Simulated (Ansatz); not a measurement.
**Band gap of MoS2/WSSe (van der Waals superlattice) (P3m1) from density functionals to GW**

Wanted: a ladder of band gaps for MoS2/WSSe (van der Waals superlattice) (P3m1), from density functionals to G0W0.

Main program and level: Ansatz 0.2.0; density functionals, hybrids and G0W0, plane waves, PAW.

Most raw output is cut from this account.

The structure was built from a prototype and need not be the compound's stable phase.

**1. The structure**

Symmetry: P3m1, No. 156, trigonal system. Conventional cell: a = 3.143 Å, b = 3.143 Å, c = 13.146 Å, α = 90.00°, β = 90.00°, γ = 120.00°. Nearest to Mo lie 6 S at 2.39 Å. Nearest to S lie 3 Mo at 2.39 Å. W has 3 S at 2.39 Å and 3 Se at 2.50 Å nearest. Nearest to S lie 3 W at 2.39 Å. Se has 3 W at 2.50 Å nearest. It derives from Mo1S2. Farther neighbours and most contacts between anions are not listed.

The structure was relaxed with PBEsol-D3(BJ). The runs that relaxed it are not among those shown. Spin-orbit coupling is left out unless a step names it.

The logs state that the PAW files were generated under PBE.

**2. PBEsol on the 12×12×2 mesh**

Levels along a band path and on the mesh show where this functional puts the band edges.

This step: DFT, PBEsol, plane waves, PAW; PAW set soft_1.

input.yaml

```yaml
crystal:
  lattice:
    - [3.1427838334, 0.0, 0.0]
    - [-1.5713919167, 2.7217306383, 0.0]
    - [0.0, 0.0, 13.1456958318]
  atoms:
    - { symbol: Mo, position: [0.3333333333, 0.6666666667, 0.245649878] }
    - { symbol: S, position: [0.6666666667, 0.3333333333, 0.3635909853] }
    - { symbol: S, position: [0.6666666667, 0.3333333333, 0.1275944387] }
    - { symbol: W, position: [0.3333333333, 0.6666666667, 0.7548780888] }
    - { symbol: S, position: [0.6666666667, 0.3333333333, 0.8728038352] }
    - { symbol: Se, position: [0.6666666667, 0.3333333333, 0.6235115051] }
kpoints:
  mp_grid: { grid: [12, 12, 2] }
  band_path:
    path:
      - [[0.0, 0.0, 0.0], [0.5, 0.0, 0.0], [0.33333333, 0.33333333, 0.0], [0.0, 0.0, 0.0], [0.0, 0.0, 0.5], [0.5, 0.0, 0.5], [0.33333333, 0.33333333, 0.5], [0.0, 0.0, 0.5]]
      - [[0.5, 0.0, 0.5], [0.5, 0.0, 0.0]]
      - [[0.33333333, 0.33333333, 0.5], [0.33333333, 0.33333333, 0.0]]
    npoints: 10
hamiltonian:
  xc: pbesol
  pseudopotentials: { kind: paw, azcp: { folder: soft_1 }, xc_functional: pbe }
scf:
  occupations: { method: fermi_dirac, width: 0.02 }
  n_extra_bands: 6
output:
  eigenvalues: true
  forces: true
  stress: true
  write_density: true
  write_potential: true
  elf: true
  volumetric_format: npy
```

On the command line:

```
$ ansatz run input.yaml --threads 2 --pin off --max-ram 92160MiB --backend cuda --events-out ev --progress --plain --runs-dir out --devices 1 --max-vram 13GiB
```

Run time: 13 s. Hardware: 1 × NVIDIA H100 80GB HBM3 (shared by 6 runs) with 2 threads of AMD EPYC 7R13 (Zen 3), shared host; peak memory 1 GiB.

Numbers from this step:

| Item | Value |
| --- | --- |
| pressure | 3.345 GPa |
| filled bands | 31 |
| gap | 1.000 eV |
| valence top at | Γ |
| conduction bottom at | k = (0.167, 0.167, 0.000) |
| least direct gap | 1.247 eV |

Over mesh and path the gap is 1.000 eV, from k = Γ to k = (0.167, 0.167, 0.000). The least direct gap found is 1.247 eV, at k = (0.333, 0.333, 0.000).

**3. PBEsol+SOC on the 12×12×2 mesh**

This run has two-component orbitals with spin-orbit coupling.

This step: DFT, PBEsol with spin-orbit coupling, plane waves, PAW; PAW set soft_1.

input.yaml

```yaml
crystal:
  lattice:
    - [3.1427838334, 0.0, 0.0]
    - [-1.5713919167, 2.7217306383, 0.0]
    - [0.0, 0.0, 13.1456958318]
  atoms:
    - { symbol: Mo, position: [0.3333333333, 0.6666666667, 0.245649878] }
    - { symbol: S, position: [0.6666666667, 0.3333333333, 0.3635909853] }
    - { symbol: S, position: [0.6666666667, 0.3333333333, 0.1275944387] }
    - { symbol: W, position: [0.3333333333, 0.6666666667, 0.7548780888] }
    - { symbol: S, position: [0.6666666667, 0.3333333333, 0.8728038352] }
    - { symbol: Se, position: [0.6666666667, 0.3333333333, 0.6235115051] }
kpoints:
  mp_grid: { grid: [12, 12, 2] }
  band_path:
    path:
      - [0.0, 0.0, 0.0]
      - [0.5, 0.0, 0.0]
      - [0.33333333, 0.33333333, 0.0]
      - [0.0, 0.0, 0.5]
      - [0.5, 0.0, 0.5]
      - [0.33333333, 0.33333333, 0.5]
      - [0.1666666667, 0.1666666667, 0.0]
    npoints: 1
hamiltonian:
  xc: pbesol
  pseudopotentials: { kind: paw_fr, azcp: { folder: soft_1 }, xc_functional: pbe }
scf:
  occupations: { method: fermi_dirac, width: 0.02 }
  n_extra_bands: 12
magnetization:
  noncollinear: true
  spin_orbit: true
output:
  eigenvalues: true
  forces: true
  stress: true
```

Elapsed: 20 s, on 1 × NVIDIA H100 80GB HBM3 (shared by 6 runs) with 2 threads; peak memory 1.1 GiB.

This step gave:

| Quantity | Value |
| --- | --- |
| pressure | 3.332 GPa |
| gap | 0.9330 eV |
| valence top at | Γ |
| conduction bottom at | k = (0.167, 0.167, 0.000) |
| least direct gap | 1.036 eV |

Over mesh and listed points the gap is 0.933 eV, from k = Γ to k = (0.167, 0.167, 0.000). The least direct gap found is 1.036 eV, at k = (0.333, 0.333, 0.000). PBEsol+SOC against PBEsol: 0.933 − 1.000 = −0.067 eV, with the same mesh, set of files (read in its fully relativistic form for the spin-orbit run) and cutoff, and both edges at the same k points. The spin-orbit run sees mesh and listed points alone, so its gap is an upper bound: the coupling can move an edge off these points, the more so as this crystal has no centre of inversion, and the change over the zone, its sign included where it is small, is not known.

**4. HSE06 on the 6×6×2 mesh**

HSE06 mixes in a quarter of exact exchange at short range.

This step: DFT, HSE06, plane waves, PAW; PAW set soft_1.

Changes to input.yaml since step 3:

```diff
@@ -13,3 +13,3 @@
 kpoints:
-  mp_grid: { grid: [12, 12, 2] }
+  mp_grid: { grid: [6, 6, 2] }
   band_path:
@@ -25,13 +25,8 @@
 hamiltonian:
-  xc: pbesol
-  pseudopotentials: { kind: paw_fr, azcp: { folder: soft_1 }, xc_functional: pbe }
+  xc: hse06
+  pseudopotentials: { kind: paw, azcp: { folder: soft_1 } }
 scf:
-  occupations: { method: fermi_dirac, width: 0.02 }
-  n_extra_bands: 12
-magnetization:
-  noncollinear: true
-  spin_orbit: true
+  occupations: { method: fixed }
+  n_extra_bands: 6
 output:
   eigenvalues: true
-  forces: true
-  stress: true
```

Elapsed: 33 s, on 1 × NVIDIA H100 80GB HBM3 (shared by 6 runs) with 2 threads; peak memory 1.4 GiB; 42 s of CPU time.

This step gave:

```yaml
gap: 1.504 eV
valence_top_at: Γ
conduction_bottom_at: K
least_direct_gap: 1.660 eV
exact_exchange_fraction: 0.25
```

Over mesh and listed points the gap is 1.504 eV, from k = Γ to k = (0.333, 0.333, 0.000). The least direct gap found is 1.660 eV, at k = (0.333, 0.333, 0.000). HSE06 against PBEsol: 1.504 − 1.000 = +0.504 eV. The runs also differ in mesh (12×12×2 and 6×6×2), and the conduction bottom lies at another k point, so how much of this comes from the functional alone is not known. The program's warnings for this run: metallic iterate.

**5. G0W0@PBEsol, 9×9×2 mesh, 469 empty bands, screening to 150 eV, PAW set soft_1 files**

G0W0 replaces the xc potential by a self-energy built once from the orbitals of the start. Levels are corrected in the window of bands that the input names, at points of the mesh.

This step: G0W0 on PBEsol, plane waves, PAW; PAW set soft_1.

input.yaml

```yaml
crystal:
  lattice:
    - [3.1427838334, 0.0, 0.0]
    - [-1.5713919167, 2.7217306383, 0.0]
    - [0.0, 0.0, 13.1456958318]
  atoms:
    - { symbol: Mo, position: [0.3333333333, 0.6666666667, 0.245649878] }
    - { symbol: S, position: [0.6666666667, 0.3333333333, 0.3635909853] }
    - { symbol: S, position: [0.6666666667, 0.3333333333, 0.1275944387] }
    - { symbol: W, position: [0.3333333333, 0.6666666667, 0.7548780888] }
    - { symbol: S, position: [0.6666666667, 0.3333333333, 0.8728038352] }
    - { symbol: Se, position: [0.6666666667, 0.3333333333, 0.6235115051] }
kpoints:
  mp_grid: { grid: [9, 9, 2] }
hamiltonian:
  xc: pbesol
  pseudopotentials: { kind: paw, azcp: { folder: soft_1 }, xc_functional: pbe }
scf:
  occupations: { method: fixed }
gw:
  n_empty_bands: 469
  ecut_chi: 150.0
  qp_bands: [v2, c2]
  qp_kpoints: band_edges
  screening: { model: contour_deformation }
```

It took 1.9 min on 1 × NVIDIA H100 80GB HBM3 (shared by 6 runs) with 2 threads; peak memory 2.7 GiB.

Numbers from this step:

```yaml
bands_summed: 500
rpa_eps_infinity_on_this_mesh_eigenvalues: 5.308, 13.53, 13.53
plane_waves_in_the_screening_matrix: 489
g0w0_gap_over_the_corrected_points: 1.530 eV
k_of_the_valence_top: 0, 0, 0
k_of_the_conduction_bottom: 0.1111, 0.2222, 0
starting_gap_on_the_mesh: 1.054 eV
z_at_the_valence_top: 0.7491
z_at_the_conduction_bottom: 0.7570
least_direct_g0w0_gap_over_the_corrected_points: 1.894 eV
```

Over 19 of 24 irreducible mesh points the G0W0 gap is 1.530 eV, from k = Γ to k = (0.111, 0.222, 0.000). The PBEsol gap of this run on the mesh is 1.054 eV. Other states bound it: the two that bound the G0W0 gap lie 1.076 eV apart in PBEsol, so state for state the correction is 1.530 − 1.076 = +0.454 eV, while gap against gap it is 1.530 − 1.054 = +0.476 eV.

**6. The ladder**

Each gap is the least one over the points named; times are wall times on shared hosts, not benchmarks. A G0W0 time includes the run's own self-consistent start. Runs with listed points see these and the mesh alone, so an edge that moves elsewhere is missed. Rows marked * are further runs, not shown as steps, whose inputs differ from the G0W0 step on the same start in the columns given; solver thresholds can differ too.

| level | mesh | files, cutoff | bands summed, screening | points | gap (eV) | valence top | conduction bottom | least direct gap (eV) | time |
| --- | --- | --- | --- | --- | --- | --- | --- | --- | --- |
| PBEsol | 12×12×2 | soft_1 PAW, 420 eV | - | mesh and path | 1.000 | Γ | (0.167, 0.167, 0.000) | 1.247 | 13 s |
| PBEsol+SOC | 12×12×2 | soft_1 PAW, 420 eV | - | mesh and listed points | 0.933 | Γ | (0.167, 0.167, 0.000) | 1.036 | 20 s |
| HSE06 | 6×6×2 | soft_1 PAW, 420 eV | - | mesh and listed points | 1.504 | Γ | (0.333, 0.333, 0.000) | 1.660 | 33 s |
| G0W0@PBEsol* | 9×9×2 | soft_1 PAW, 420 eV | 149, 60 eV | 19 of 24 irreducible mesh points | 1.444 | Γ | (0.111, 0.222, 0.000) | 1.911 | 77 s |
| G0W0@PBEsol | 9×9×2 | soft_1 PAW, 420 eV | 500, 150 eV | 19 of 24 irreducible mesh points | 1.530 | Γ | (0.111, 0.222, 0.000) | 1.894 | 1.9 min |

**7. Summary of results**

| Item | Value |
| --- | --- |
| PBEsol, over mesh and path | 1.000 eV |
| PBEsol+SOC, over mesh and listed points | 0.933 eV |
| HSE06, over mesh and listed points | 1.504 eV |
| G0W0@PBEsol (500 bands, 9×9×2), over 19 of 24 irreducible mesh points | 1.530 eV |
| known limits | finite bands, screening cutoff and k mesh; no spin-orbit coupling in G0W0 |

**Reading.** The rows run from 0.933 eV (PBEsol+SOC) to 1.530 eV (G0W0@PBEsol (500 bands, 9×9×2)). They differ in mesh, bands and screening cutoff of G0W0 and the points over which the gap was sought as well as in level, so only pairs that share these are like for like. PBEsol+SOC against PBEsol: 0.933 − 1.000 = −0.067 eV, with the same mesh, set of files (read in its fully relativistic form for the spin-orbit run) and cutoff, and both edges at the same k points. The spin-orbit run sees mesh and listed points alone, so its gap is an upper bound: the coupling can move an edge off these points, the more so as this crystal has no centre of inversion, and the change over the zone, its sign included where it is small, is not known. G0W0@PBEsol (500 bands, 9×9×2) moves the gap of its own start on the mesh by 1.530 − 1.054 = +0.476 eV, with other states at the edges (they lie 1.076 eV apart at the start). Over mesh and path, PBEsol puts the conduction bottom at k = (0.167, 0.167, 0.000), where no G0W0 correction was computed. The G0W0 gap over the whole zone is therefore not known from this run; at its settings it can only be equal to or under the 1.530 eV found, and no correction is carried over from another point. For the start itself the gap is 1.000 eV over mesh and path and 1.054 eV on the mesh of the G0W0 run, in runs that differ in mesh (12×12×2 and 9×9×2). What spin-orbit coupling does to the G0W0 levels was not computed, so no sum with the G0W0 gap is formed. For G0W0@PBEsol: from 149 bands and 60 eV to 500 bands and 150 eV the gap moves by 1.530 − 1.444 = +0.086 eV; bands and screening cutoff rise together, so their parts are not told apart. Two runs can't test a law of convergence, so the limit is not known. The G0W0 runs are scalar-relativistic. No pair of G0W0 runs that differ in the mesh alone is shown (9×9×2 is a supercell whose nearest images lie 26 Å apart), so the error from the mesh is not known here. G0W0 is shown with one set of atomic data (soft_1 PAW), so the error from the files is not known here.

[Paths, hosts, dates, memory and timing lines, banners, echoed tables and standing remarks are left out of the program output.]

[Logs are printed without paths, hosts, clocks, repeated set-up lines and the standing remarks that a program may print on its own settings, such as how far it seeks lower states.]

[Runs of the session that timed out or met a known fault of the program may be left out.]

[Cells called generated may have been cut or substituted from an entry of the Crystallography Open Database or the Materials Project.]

[Hosts, paths, dates, database ids (printed as entryN), source tags and the programs' standing remarks are cut or masked in the printed files.]

[Where an RPA ε∞ is given, it is that of the G0W0 mesh and is not shown converged in it. Names of k-points follow the symmetry that the program found, which can be lower than the space group named. Band edges on a path are those of the sampled points; other points can move an edge, and change direct to indirect where valleys lie close.]

[Hybrid gaps are those of their k-mesh and are not shown converged in it.]
